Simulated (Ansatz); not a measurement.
# Work function of Mo(111): what the settings cost and change

Aim: the work function of Mo(111) across levels of theory at one geometry.

Method: plane-wave DFT, PBE, Ansatz PAW, in the first sound run; inputs show where later runs differ, in Ansatz 0.2.0.

**Measured values to reproduce.**

For Mo (clean (111) face, a compiled value), “Anisotropic work function of elemental crystals” (2019, arxiv:1902.07811) quotes earlier work: work function (clean (111) face, a compiled value) 4.52 eV.

**1. The starting structure**

The cell holds 11 atoms: 11 Mo. Cell: a = 4.455 Å, b = 4.455 Å, c = 27.093 Å, α = 90.0°, β = 90.0°, γ = 60.0°. Vacuum lies along c.

**2. Run, setting PBE, Ansatz PAW (420 eV)**

A work function rests on the faint tail of the density, so the SCF threshold is tight. PBE on the default files comes first; the next runs keep the geometry and change functional or files, each at the cutoff that its files recommend; a relaxation and, for heavy metals, spin-orbit coupling close the ladder.

Input file input.yaml:

```yaml
crystal:
  lattice:
    - [4.4547727215, 0.0, 0.0]
    - [2.2273863607, 3.8579463449, 0.0]
    - [0.0, 0.0, 27.0932667397]
  atoms:
    - { symbol: Mo, position: [0.6666666667, 0.6666666667, 0.3321858559] }
    - { symbol: Mo, position: [0.0, 0.0, 0.3657486847] }
    - { symbol: Mo, position: [0.3333333333, 0.3333333333, 0.3993115135] }
    - { symbol: Mo, position: [0.6666666667, 0.6666666667, 0.4328743423] }
    - { symbol: Mo, position: [0.0, 0.0, 0.4664371712] }
    - { symbol: Mo, position: [0.3333333333, 0.3333333333, 0.5] }
    - { symbol: Mo, position: [0.6666666667, 0.6666666667, 0.5335628288] }
    - { symbol: Mo, position: [0.0, 0.0, 0.5671256577] }
    - { symbol: Mo, position: [0.3333333333, 0.3333333333, 0.6006884865] }
    - { symbol: Mo, position: [0.6666666667, 0.6666666667, 0.6342513153] }
    - { symbol: Mo, position: [0.0, 0.0, 0.6678141441] }
kpoints:
  mp_grid: { grid: [11, 11, 1] }
hamiltonian:
  xc: pbe
scf:
  occupations: { method: fermi_dirac, width: 0.1 }
  convergence: { dr2_threshold: 1.0e-09 }
efield:
  axis: 3
  dipole_correction: true
  ramp_position: 0.97
  ramp_width: 0.06
output:
  write_potential: true
  write_density: true
  volumetric_format: npy
  elf: true
```

On the command line:

```bash
$ ansatz run input.yaml --threads 4 --pin off --max-ram 6144MiB --backend cpu --events-out ev --progress --plain --runs-dir out
```

Numbers of over 12 decimals in the logs are rounded to 6 here.

What it wrote:

```text
Engine: ansatz 0.2.0, aarch64-unknown-linux-gnu
Pseudopotentials: kind: paw
Pseudopotential: Mo, paw, valence charge 14, recommended cutoff 420 eV (normal), Mo.paw.azcp
Functional definition: PBE
  parameter kappa = 0.804
  parameter beta = 0.066725
  exchange = pbe_x(kappa = kappa, mu = beta*pi^2/3)
  correlation = pbe_c(beta = beta)
Crystal: 11 atoms, lattice volume = 465.632 Å³
Basis set: ecut = 420 eV, 9133 PW (Γ)
Bands: 93, of which v1, the nominal top of the filled ones, is band 77 counted from 1 (76 counted from 0)
Symmetry: 6 space group operations
k-points: 16 of 121 (time reversal used)
Non-local potential: Mo, projectors of the file, l = 0: 3, l = 1: 2, l = 2: 2, l = 3: 1
PAW form: soft (Blöchl's): semilocal exchange-correlation on the pseudo side does not see the compensation charge
PAW one-centre angular grid: Mo, 590 points (default); XC on 64 Gauss nodes
Initial density: superposition of atomic densities (neutral atoms: chi_scale 0, normalization atom), corrected by the library's trained network
Initial wavefunctions: pseudopotential atomic-orbital guess
Functional: x = pbe(κ = 0.804, μ = 0.219515), c = pbe(β = 0.066725)
SCF iter   1: F=—  HF=-54509.226425 eV  |F-HF|=—  |Δ(HF+E_count)|=         —  Δρ=6.89e-3  dr2=1.62e0  ethr=1.77e-3  p=0.000 e·Å  D=6.46e-14 V/Å  ΔV_dip=-0.00 eV  dr2_dipole=2.29e-11  V_vac-E_F(+/−)=3.66/3.66 eV  ⟨swp⟩=8.8  Hψ=7064  notcnv=0
efield: sawtooth ramp at fractional position 0.9700 (set: `efield.ramp_position`, or a place that a band, a saddle search or an elastic batch's reference lends), width 0.0600; the density the first Hamiltonian is built on has a dipole p = 0.000 e·Å; the dipole correction subtracts the counter field D = 6.46e-14 V/Å, which shifts the + side's vacuum level by -0.00 eV against the − side's; the planar-averaged density in the ramp window peaks in size at 3.3e-6 e/Å³
preconditioner: auto → LDOS  [metal: Δε(μ)=0.051 eV  Ē_g=3.701 eV  σ=0.100 eV  W_gap=0.13  n_scr=96 (ndim 8)  ℏωp=14.0 eV  f_vac=0.551  D(μ)=9.86/eV (n_scr^D=70)  β→1.0]
SCF iter   2: F=—  HF=-54509.197691 eV  |F-HF|=—  |Δ(HF+E_count)|=   2.87e-2  Δρ=4.15e-3  dr2=2.04e-1  ethr=1.05e-3  p=0.000 e·Å  D=3.07e-7 V/Å  ΔV_dip=-0.00 eV  dr2_dipole=8.30e-10  V_vac-E_F(+/−)=3.68/3.68 eV  ⟨swp⟩=2.0  Hψ=1858  notcnv=0
SCF iter   3: F=—  HF=-54509.183927 eV  |F-HF|=—  |Δ(HF+E_count)|=   1.38e-2  Δρ=1.50e-3  dr2=2.62e-2  ethr=1.33e-4  p=0.000 e·Å  D=1.59e-6 V/Å  ΔV_dip=-0.00 eV  dr2_dipole=2.58e-11  V_vac-E_F(+/−)=3.68/3.68 eV  ⟨swp⟩=2.0  Hψ=2022  notcnv=0
SCF iter   4: F=—  HF=-54509.181716 eV  |F-HF|=—  |Δ(HF+E_count)|=   2.21e-3  Δρ=2.38e-4  dr2=5.68e-4  ethr=1.70e-5  p=0.000 e·Å  D=9.73e-7 V/Å  ΔV_dip=-0.00 eV  dr2_dipole=1.89e-10  V_vac-E_F(+/−)=3.69/3.69 eV  ⟨swp⟩=2.1  Hψ=1981  notcnv=0
SCF iter   5: F=—  HF=-54509.181685 eV  |F-HF|=—  |Δ(HF+E_count)|=   3.14e-5  Δρ=9.78e-5  dr2=1.34e-4  ethr=3.69e-7  p=0.000 e·Å  D=4.39e-7 V/Å  ΔV_dip=-0.00 eV  dr2_dipole=4.87e-11  V_vac-E_F(+/−)=3.70/3.70 eV  ⟨swp⟩=3.1  Hψ=2359  notcnv=0
SCF iter   6: F=—  HF=-54509.181690 eV  |F-HF|=—  |Δ(HF+E_count)|=   5.17e-6  Δρ=5.16e-5  dr2=2.71e-5  ethr=8.68e-8  p=0.000 e·Å  D=6.78e-8 V/Å  ΔV_dip=-0.00 eV  dr2_dipole=4.16e-12  V_vac-E_F(+/−)=3.70/3.70 eV  ⟨swp⟩=2.0  Hψ=1905  notcnv=0
SCF iter   7: F=—  HF=-54509.181678 eV  |F-HF|=—  |Δ(HF+E_count)|=   1.17e-5  Δρ=1.28e-5  dr2=2.47e-6  ethr=1.76e-8  p=-0.000 e·Å  D=-5.87e-8 V/Å  ΔV_dip=0.00 eV  dr2_dipole=6.00e-13  V_vac-E_F(+/−)=3.71/3.71 eV  ⟨swp⟩=2.1  Hψ=1981  notcnv=0
SCF iter   8: F=—  HF=-54509.182671 eV  |F-HF|=—  |Δ(HF+E_count)|=   9.92e-4  Δρ=5.35e-6  dr2=2.90e-7  ethr=1.60e-9  p=-0.000 e·Å  D=-3.71e-8 V/Å  ΔV_dip=0.00 eV  dr2_dipole=1.04e-11  V_vac-E_F(+/−)=3.71/3.71 eV  ⟨swp⟩=2.2  Hψ=2008  notcnv=0
SCF iter   9: F=—  HF=-54509.182671 eV  |F-HF|=—  |Δ(HF+E_count)|=   1.37e-7  Δρ=1.96e-6  dr2=3.96e-8  ethr=1.88e-10  p=-0.000 e·Å  D=-8.46e-9 V/Å  ΔV_dip=0.00 eV  dr2_dipole=3.77e-13  V_vac-E_F(+/−)=3.71/3.71 eV  ⟨swp⟩=3.0  Hψ=2412  notcnv=0
SCF iter  10: F=—  HF=-54509.182671 eV  |F-HF|=—  |Δ(HF+E_count)|=   2.82e-8  Δρ=6.83e-7  dr2=3.70e-9  ethr=2.57e-11  p=-0.000 e·Å  D=-1.90e-10 V/Å  ΔV_dip=0.00 eV  dr2_dipole=3.24e-14  V_vac-E_F(+/−)=3.71/3.71 eV  ⟨swp⟩=3.1  Hψ=2980  notcnv=0
SCF iter  11: F=-54509.182671 eV  HF=-54509.182671 eV  |F-HF|=1.31e-10  |Δ(HF+E_count)|=   2.58e-9  Δρ=2.20e-7  dr2=3.82e-10  ethr=1.00e-12  p=0.000 e·Å  D=5.37e-9 V/Å  ΔV_dip=-0.00 eV  dr2_dipole=3.22e-14  V_vac-E_F(+/−)=3.71/3.71 eV  ⟨swp⟩=6.1  Hψ=4125  notcnv=0
SCF 1 converged in 11 iterations: F = -54509.182671 eV  dr2 = 3.82e-10
  greatest PAW one-centre occupation: 0.998 electrons in one spin orbital (limit 2), on the Mo atom at site 9 (counted from 0), in its partial waves of l = 0
WARN: The output density's exchange-correlation potential varies sharply where the density is thin. Do not read a vacuum level from v_tot or v_xc, or from such a field of the output density. On a cell that repeats whose density bears no net charge and no dipole along the vacuum's axis use v_es (v_loc + v_h of the components); under efield.dipole_correction with no amplitude use v_es + v_field, which holds any externa [...]
SCF converged after 11 iterations
Free energy (F): -54509.182671 eV
Harris-Foulkes:  -54509.182671 eV  (|F-HF|=1.31e-10)
Internal energy: -54508.844898 eV  (E = F + TS)
E sigma→0 (E₀):  -54509.013785 eV
Entropy (-TS):   -0.337773 eV (-30.707 meV/atom)
Fermi energy:    5.477356 eV
Dipole field:    D = -0.000000 V/Å  (p = -0.000000 e·Å, saw-weighted, corrected)
Work function:   Φ+ = 3.7102 eV   Φ− = 3.7102 eV
Levels:          The Fermi level and band energies are counted from a zero that moves with the ramp; work functions are not
--- Per-component energies (eV) ---
  E_band       = -2979.868052
  E_kinetic    = 4832.483669
  E_local      = -232418.966212  (includes V_loc(G=0)·N_el)
  E_nonlocal   = 1576.163974
  E_hartree    = 113559.237042
  E_xc         = -2007.040907
  E_vxc        = -2503.608507  (∫ρ·V_xc dr)
  E_paw        = -35214.568479  (= ΣΔE_a)
  E_vpaw       = -1584.417914  (= ΣTr[D̂ρ^β])
  E_aug_tail   = 0.000469  (compensation charges beyond the density's cutoff)
  E_efield     = 0.000000  (sawtooth field / dipole correction)
  E_vefield    = 0.000000  (∫n·V_field dr)
  E_ewald      = 95163.845547
  E_smearing   = -0.337773  (= −TS)
  E_closure    = 0.000000  (closes the sum)
  Σ components = -54509.182671   (vs F -54509.182671, Δ=0.00e0)
--- Band table (eV; the first three rows and the last of 16) ---
  k-point 0: bands = [... 73 lower, 4.2669, 4.2669, 4.5166, 4.9440, 5.6582, 5.9282, 6.6708, 6.6708, ... 12 higher]
  k-point 1: bands = [... 73 lower, 4.3612, 4.3623, 4.5401, 4.9906, 5.6828, 5.9306, 6.5733, 6.6122, ... 12 higher]
  k-point 2: bands = [... 73 lower, 4.6146, 4.6533, 4.8258, 5.1646, 5.7654, 5.8913, 6.1531, 6.4616, ... 12 higher]
  k-point 15: bands = [... 73 lower, 4.8653, 4.8846, 5.1153, 5.2860, 5.6611, 5.6719, 5.9357, 6.0648, ... 12 higher]
```

Run time: 79 s. Hardware: 4 threads of Arm Neoverse N1, shared host; peak memory 1.5 GiB.

This step gave:

```yaml
energy_at_zero_smearing: -54509.0138 eV
work_function_upper_face: 3.710 eV
```

Running mean over 0.9093 Å of the planar mean; the ramp of the sawtooth is left out. The electron's electrostatic potential energy less the Fermi level by z:

| z (Å) | electron's electrostatic potential energy less the Fermi level (eV) |
| --- | --- |
| 4 | 3.71 |
| 5 | 3.71 |
| 6 | 3.68 |
| 7 | 3.40 |
| 8 | 0.626 |
| 9 | -9.38 |
| 10 | -12.5 |
| 11 | -12.8 |
| 12 | -12.8 |
| 13 | -12.8 |
| 14 | -12.8 |
| 15 | -12.8 |
| 16 | -12.8 |
| 17 | -12.5 |
| 18 | -10.1 |
| 19 | -0.0944 |
| 20 | 3.33 |
| 21 | 3.67 |
| 22 | 3.71 |
| 23 | 3.71 |

ELF in the ca plane at fractional y = 0.000, with atoms of Mo within 0.2 Å of it. It is the smooth field of the valence electrons, not physical close to the nuclei.

Values, 7 rows by 16 columns, each cell a mean:
```
0.29 0.27 0.54 0.57 0.30 0.62 0.47 0.36 0.66 0.39 0.46 0.65 0.21 0.05 0.01 0.00
0.21 0.35 0.31 0.30 0.39 0.31 0.32 0.37 0.32 0.34 0.36 0.31 0.09 0.04 0.01 0.00
0.09 0.19 0.36 0.36 0.35 0.38 0.36 0.35 0.38 0.34 0.36 0.35 0.21 0.06 0.01 0.00
0.06 0.12 0.28 0.31 0.30 0.33 0.30 0.30 0.34 0.28 0.28 0.34 0.27 0.08 0.01 0.00
0.11 0.25 0.37 0.35 0.38 0.36 0.38 0.39 0.36 0.36 0.39 0.31 0.16 0.05 0.01 0.00
0.25 0.34 0.35 0.36 0.35 0.39 0.32 0.33 0.43 0.32 0.35 0.43 0.10 0.04 0.01 0.00
0.29 0.25 0.58 0.58 0.31 0.61 0.52 0.39 0.62 0.44 0.51 0.62 0.27 0.05 0.01 0.00
```
Columns run along c (16.0 Å, from fractional 0.26 to 0.85 of the cell), rows up along a (4.5 Å). Atoms in or near the plane, at fractional coordinates: Mo at (0.37, 0.00), Mo at (0.47, 0.00), Mo at (0.57, 0.00), Mo at (0.67, 0.00).

Valence density in the ca plane at fractional y = 0.000, with atoms of Mo within 0.2 Å of it. It is the smooth field of the valence electrons, not physical close to the nuclei.

Ten even steps from '0' (0.0 e/Å³) to '9' (6.5 e/Å³), each cell a mean:
```
00000038972001599410038972001599510000000000
00000013431000244100013431000244200000000000
00000000100000010000000100000010000000000000
00000000000000000000000000000000000000000000
00000000000000000000000000000000000000000000
00000000000000000000000000000000000000000000
00000000000000000000000000000000000000000000
00000000000000000000000000000000000000000000
00000000000000000000000000000000000000000000
00000001210000122100001210000122100000000000
00000026751001477300026752001377300000000000
00000049983002799610039983001699610000000000
```
Columns run along c (16.0 Å, from fractional 0.26 to 0.85 of the cell), rows up along a (4.5 Å). Atoms in or near the plane, at fractional coordinates: Mo at (0.37, 0.00), Mo at (0.47, 0.00), Mo at (0.57, 0.00), Mo at (0.67, 0.00).

Electrostatic potential energy in the ca plane at fractional y = 0.000, with atoms of Mo within 0.2 Å of it. With pseudopotentials it is smooth inside the atoms' cores, unlike the true potential.

Ten even steps from '0' (-70 eV) to '9' (9 eV), each cell a mean:
```
99999840015886200378840015897200278999999999
99999974347998533689974347998533589999999999
99999988789999877899998789999887899999999999
99999999999999999999999999999999999999999999
99999999999999999999999999999999999999999999
99999999999999999999999999999999999999999999
99999999999999999999999999999999999999999999
99999999999999999999999999999999999999999999
99999999899999988999998899999988999999999999
99999986568998756799986568999766789999999999
99999852126897311479852126897411479999999999
99999830004886100268840004886100168999999999
```
Columns run along c (16.0 Å, from fractional 0.26 to 0.85 of the cell; values clipped at the 3rd and 97th percentile), rows up along a (4.5 Å). Atoms in or near the plane, at fractional coordinates: Mo at (0.37, 0.00), Mo at (0.47, 0.00), Mo at (0.57, 0.00), Mo at (0.67, 0.00).

The work function is 3.710 eV.

**3. Run**

This step: plane-wave DFT, LDA, Ansatz PAW (Ansatz 0.2.0).

input.yaml, as its differences from that of step 2:

```diff
@@ -20,3 +20,3 @@
 hamiltonian:
-  xc: pbe
+  xc: lda
 scf:
@@ -33,2 +33 @@
   volumetric_format: npy
-  elf: true
```

What it wrote:

```text
[...]
Crystal: 11 atoms, lattice volume = 465.632 Å³
Basis set: ecut = 420 eV, 9133 PW (Γ)
Bands: 93, of which v1, the nominal top of the filled ones, is band 77 counted from 1 (76 counted from 0)
Symmetry: 6 space group operations
k-points: 16 of 121 (time reversal used)
[...]
k-point 0: bands = [... 73 lower, 3.9803, 3.9803, 4.2218, 4.6465, 5.3583, 5.6387, 6.3574, 6.3574, ... 12 higher]
  k-point 1: bands = [... 73 lower, 4.0747, 4.0753, 4.2466, 4.6952, 5.3831, 5.6410, 6.2577, 6.2987, ... 12 higher]
  k-point 2: bands = [... 73 lower, 4.3276, 4.3693, 4.5383, 4.8760, 5.4667, 5.6012, 5.8365, 6.1556, ... 12 higher]
  k-point 15: bands = [... 73 lower, 4.5730, 4.5930, 4.8171, 4.9897, 5.3565, 5.3738, 5.6333, 5.7605, ... 12 higher]
[key lines of the parts left out:]
SCF converged after 11 iterations
Free energy (F): -53262.850992 eV
Fermi energy:    5.183366 eV
Dipole field:    D = -0.000000 V/Å  (p = -0.000000 e·Å, saw-weighted, corrected)
Work function:   Φ+ = 4.0095 eV   Φ− = 4.0095 eV
```

It took 82 s on 4 threads; peak memory 1.4 GiB.

The work function is 4.009 eV, +0.299 eV from the run “PBE, Ansatz PAW (420 eV)”, at 0.99 times its CPU time.

**4. Run**

This step: plane-wave DFT, PBEsol, Ansatz PAW (Ansatz 0.2.0).

input.yaml, as its differences from that of step 3:

```diff
@@ -20,3 +20,3 @@
 hamiltonian:
-  xc: lda
+  xc: pbesol
 scf:
```

What it wrote:

```text
[...]
Crystal: 11 atoms, lattice volume = 465.632 Å³
Basis set: ecut = 420 eV, 9133 PW (Γ)
Bands: 93, of which v1, the nominal top of the filled ones, is band 77 counted from 1 (76 counted from 0)
Symmetry: 6 space group operations
k-points: 16 of 121 (time reversal used)
[...]
k-point 0: bands = [... 73 lower, 4.1630, 4.1630, 4.4167, 4.8437, 5.5676, 5.8298, 6.5612, 6.5612, ... 12 higher]
  k-point 1: bands = [... 73 lower, 4.2553, 4.2585, 4.4397, 4.8902, 5.5913, 5.8322, 6.4618, 6.5026, ... 12 higher]
  k-point 2: bands = [... 73 lower, 4.5111, 4.5445, 4.7231, 5.0627, 5.6710, 5.7931, 6.0386, 6.3540, ... 12 higher]
  k-point 15: bands = [... 73 lower, 4.7519, 4.7713, 4.9987, 5.1714, 5.5503, 5.5604, 5.8281, 5.9557, ... 12 higher]
[key lines of the parts left out:]
SCF converged after 11 iterations
Free energy (F): -53864.091161 eV
Fermi energy:    5.369305 eV
Dipole field:    D = -0.000000 V/Å  (p = -0.000000 e·Å, saw-weighted, corrected)
Work function:   Φ+ = 3.7948 eV   Φ− = 3.7948 eV
```

Wall time 83 s (4 threads); peak memory 1.5 GiB.

The work function is 3.795 eV, +0.085 eV from the run “PBE, Ansatz PAW (420 eV)”, at 1.0 times its CPU time.

**5. Slab**

This step: plane-wave DFT, RPBE, Ansatz PAW (Ansatz 0.2.0).

input.yaml, as its differences from that of step 4:

```diff
@@ -20,3 +20,3 @@
 hamiltonian:
-  xc: pbesol
+  xc: rpbe
 scf:
```

What it wrote:

```text
[...]
Crystal: 11 atoms, lattice volume = 465.632 Å³
Basis set: ecut = 420 eV, 9133 PW (Γ)
Bands: 93, of which v1, the nominal top of the filled ones, is band 77 counted from 1 (76 counted from 0)
Symmetry: 6 space group operations
k-points: 16 of 121 (time reversal used)
[...]
k-point 0: bands = [... 73 lower, 4.3892, 4.3892, 4.6432, 5.0782, 5.7963, 6.0520, 6.8032, 6.8032, ... 12 higher]
  k-point 1: bands = [... 73 lower, 4.4838, 4.4850, 4.6660, 5.1234, 5.8205, 6.0544, 6.7055, 6.7446, ... 12 higher]
  k-point 2: bands = [... 73 lower, 4.7376, 4.7763, 4.9498, 5.2930, 5.9014, 6.0157, 6.2849, 6.5916, ... 12 higher]
  k-point 15: bands = [... 73 lower, 4.9895, 5.0084, 5.2446, 5.4139, 5.7914, 5.8009, 6.0663, 6.1938, ... 12 higher]
[key lines of the parts left out:]
SCF converged after 11 iterations
Free energy (F): -54586.740863 eV
Fermi energy:    5.604896 eV
Dipole field:    D = -0.000000 V/Å  (p = -0.000001 e·Å, saw-weighted, corrected)
Work function:   Φ+ = 3.5502 eV   Φ− = 3.5502 eV
```

Run time: 82 s. Hardware: 4 threads; peak memory 1.5 GiB; 4.2 min of CPU time.

The work function is 3.550 eV, -0.160 eV from the run “PBE, Ansatz PAW (420 eV)”, at 1.0 times its CPU time.

**6. Run**

This step: plane-wave DFT, r2SCAN, Ansatz PAW (Ansatz 0.2.0).

input.yaml, as its differences from that of step 5:

```diff
@@ -20,3 +20,3 @@
 hamiltonian:
-  xc: rpbe
+  xc: r2scan
 scf:
```

What it wrote:

```text
[...]
Crystal: 11 atoms, lattice volume = 465.632 Å³
Basis set: ecut = 500 eV, 11733 PW (Γ), exchange–correlation on 144×144×800 points (64 copies of the dense FFT grid, shifted against one another)
Bands: 93, of which v1, the nominal top of the filled ones, is band 77 counted from 1 (76 counted from 0)
Symmetry: 6 space group operations
[...]
k-point 0: bands = [... 73 lower, 4.1663, 4.1663, 4.4619, 4.9196, 5.6808, 5.9409, 6.8168, 6.8168, ... 12 higher]
  k-point 1: bands = [... 73 lower, 4.2660, 4.2690, 4.4808, 4.9636, 5.7064, 5.9446, 6.7234, 6.7533, ... 12 higher]
  k-point 2: bands = [... 73 lower, 4.5299, 4.5695, 4.7540, 5.1264, 5.7915, 5.9058, 6.2908, 6.5508, ... 12 higher]
  k-point 15: bands = [... 73 lower, 4.8100, 4.8251, 5.0629, 5.2470, 5.6903, 5.7139, 5.9830, 6.1264, ... 12 higher]
[key lines of the parts left out:]
SCF converged after 12 iterations
Free energy (F): -54635.919625 eV
Fermi energy:    5.466864 eV
Dipole field:    D = 0.000000 V/Å  (p = 0.000000 e·Å, saw-weighted, corrected)
Work function:   Φ+ = 3.6937 eV   Φ− = 3.6937 eV
```

The job ended after 2.6 min (4 threads; peak memory 2.5 GiB; 8.3 min of CPU time).

The work function is 3.694 eV, -0.017 eV from the run “PBE, Ansatz PAW (420 eV)”, at 2.0 times its CPU time.

**7. Slab**

This step: plane-wave DFT, PBE, JTH PAW (Ansatz 0.2.0).

input.yaml, as its differences from that of step 6:

```diff
@@ -20,3 +20,4 @@
 hamiltonian:
-  xc: r2scan
+  xc: pbe
+  pseudopotentials: { kind: paw, source: jth }
 scf:
```

What it wrote:

```text
[...]
k-point 0: bands = [... 73 lower, 4.1745, 4.1745, 4.4225, 4.8466, 5.5607, 5.8335, 6.5752, 6.5752, ... 12 higher]
  k-point 1: bands = [... 73 lower, 4.2677, 4.2699, 4.4465, 4.8933, 5.5853, 5.8359, 6.4781, 6.5168, ... 12 higher]
  k-point 2: bands = [... 73 lower, 4.5215, 4.5574, 4.7322, 5.0676, 5.6682, 5.7966, 6.0587, 6.3670, ... 12 higher]
  k-point 15: bands = [... 73 lower, 4.7698, 4.7888, 5.0163, 5.1883, 5.5654, 5.5749, 5.8401, 5.9706, ... 12 higher]
[key lines of the parts left out:]
SCF converged after 13 iterations
Free energy (F): -54456.919872 eV
Fermi energy:    5.381263 eV
Dipole field:    D = 0.000000 V/Å  (p = 0.000001 e·Å, saw-weighted, corrected)
Work function:   Φ+ = 3.7112 eV   Φ− = 3.7112 eV
```

Run time: 13 min. Hardware: 4 threads; peak memory 5.1 GiB; 33 min of CPU time.

The work function is 3.711 eV, +0.001 eV from the run “PBE, Ansatz PAW (420 eV)”, at 8.0 times its CPU time.

[end of part 1 of 2]

[Logs are printed without paths, hosts, clocks, repeated set-up lines and the standing remarks that a program may print on its own settings, such as how far it seeks lower states.]

[Hosts, paths, dates, database ids (printed as entryN), source tags and the programs' standing remarks are cut or masked in the printed files.]

[Maps of the electrostatic potential energy from Ansatz leave out the sawtooth potential of an applied field or a dipole correction, so their vacuum need not be flat; planar profiles and work functions include it.]
